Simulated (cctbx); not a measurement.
# Accept or mend?

Cell a = 4.3990 Å, b = 10.4550 Å, c = 8.1200 Å, α = 90.00°, β = 90.00°, γ = 90.00°; space group Cmcm (no. 63).

Simulated single-crystal data (cctbx): Mo Kα, λ = 0.71073 Å, to d = 0.77 Å, 80 % of the full sphere, strongest reflection 70000 counts, noise from counting, a 6 % proportional error and a noise floor of 4 counts (s.d.); no absorption.

An anisotropic refinement with weights 1/σ² prints:

```text
Rint 0.046, 258 unique reflections to 0.77 A
cycle     R1     wR2    GooF  max shift (A)
   1  0.0895  0.3246   9.835   0.00367
   2  0.0347  0.1450   4.392   0.00002
final R1 0.0347 wR2 0.1450 GooF 4.392  parameters 14  data/parameter 18.4
atom        x        y        z      Ueq    occ   su(xyz)  su(Uiso or U11)
In1    0.50000  0.14972  0.54357   0.0040  1.000  0.00010  0.0008
Y1     0.50000  0.28316  0.25000   0.0004  1.000  0.00015  0.0009
Mo1    0.50000  0.42934  0.75000   0.0116  1.000  0.00017  0.0011
difference map: max 5.34 min -3.24 rms 0.54
Q1    0.0000  0.2157  0.7500    4    5.34  0.01 A from Y1
Q2    0.0000  0.3390  0.0509    8    2.51  0.13 A from In1
Q3    0.0000  0.2119  0.2038    8    1.15  1.52 A from Mo1
Q4    0.0000  0.3332  0.2500    4    0.99  1.69 A from In1
Q5    0.0000  0.0852  0.7500    4    0.82  1.38 A from Y1
Q6    0.1021  0.0431  0.0527   16    0.78  1.69 A from Mo1
```

Q: Accept it or mend it, and why?

Mend it. The fault: elements exchanged: Mo1 is Y and Y1 is Mo. Against the right model at the same level, R1 goes from 0.0148 to 0.0347 and GooF from 1.04 to 4.39, U of Y1 shrinks from 0.0070 to 0.0004 Å², U of Mo1 swells from 0.0062 to 0.0116 Å², the top difference peak, 5.3 e/Å³, lies on Y1 and a hole of -3.2 e/Å³ opens. Mo1 has 3 electrons too many and its U swells to shed them, as expected; Y1 has 3 electrons too few and its U shrinks to make up, as expected.

The compound is YIn2Mo. The right model at the same level gives:

```text
Rint 0.046, 258 unique reflections to 0.77 A
cycle     R1     wR2    GooF  max shift (A)
   1  0.0163  0.0434   1.314   0.00026
   2  0.0148  0.0342   1.036   0.00000
final R1 0.0148 wR2 0.0342 GooF 1.036  parameters 14  data/parameter 18.4
atom        x        y        z      Ueq    occ   su(xyz)  su(Uiso or U11)
In1    0.50000  0.14987  0.54347   0.0046  1.000  0.00002  0.0002
Mo1    0.50000  0.28320  0.25000   0.0070  1.000  0.00003  0.0002
Y1     0.50000  0.42897  0.75000   0.0062  1.000  0.00004  0.0002
difference map: max 0.77 min -0.55 rms 0.23
Q1    0.0000  0.0800  0.6303    8    0.78  1.73 A from Mo1
Q2    0.0000  0.4834  0.0451    8    0.74  1.39 A from In1
Q3    0.2469  0.0774  0.7500    8    0.70  1.82 A from Mo1
Q4    0.1083  0.3226  0.5273   16    0.66  0.80 A from In1
Q5    0.0000  0.0768  0.7500    4    0.64  1.46 A from Mo1
Q6    0.1074  0.0690  0.1892   16    0.62  0.68 A from Y1
```

The model is made up (kin elements in a known structure type, no relaxation), so it says nothing on whether the phase exists.

[Middle refinement cycles are left out of these outputs.]

[Logs are printed without paths, hosts, clocks, repeated set-up lines and the standing remarks that a program may print on its own settings, such as how far it seeks lower states.]
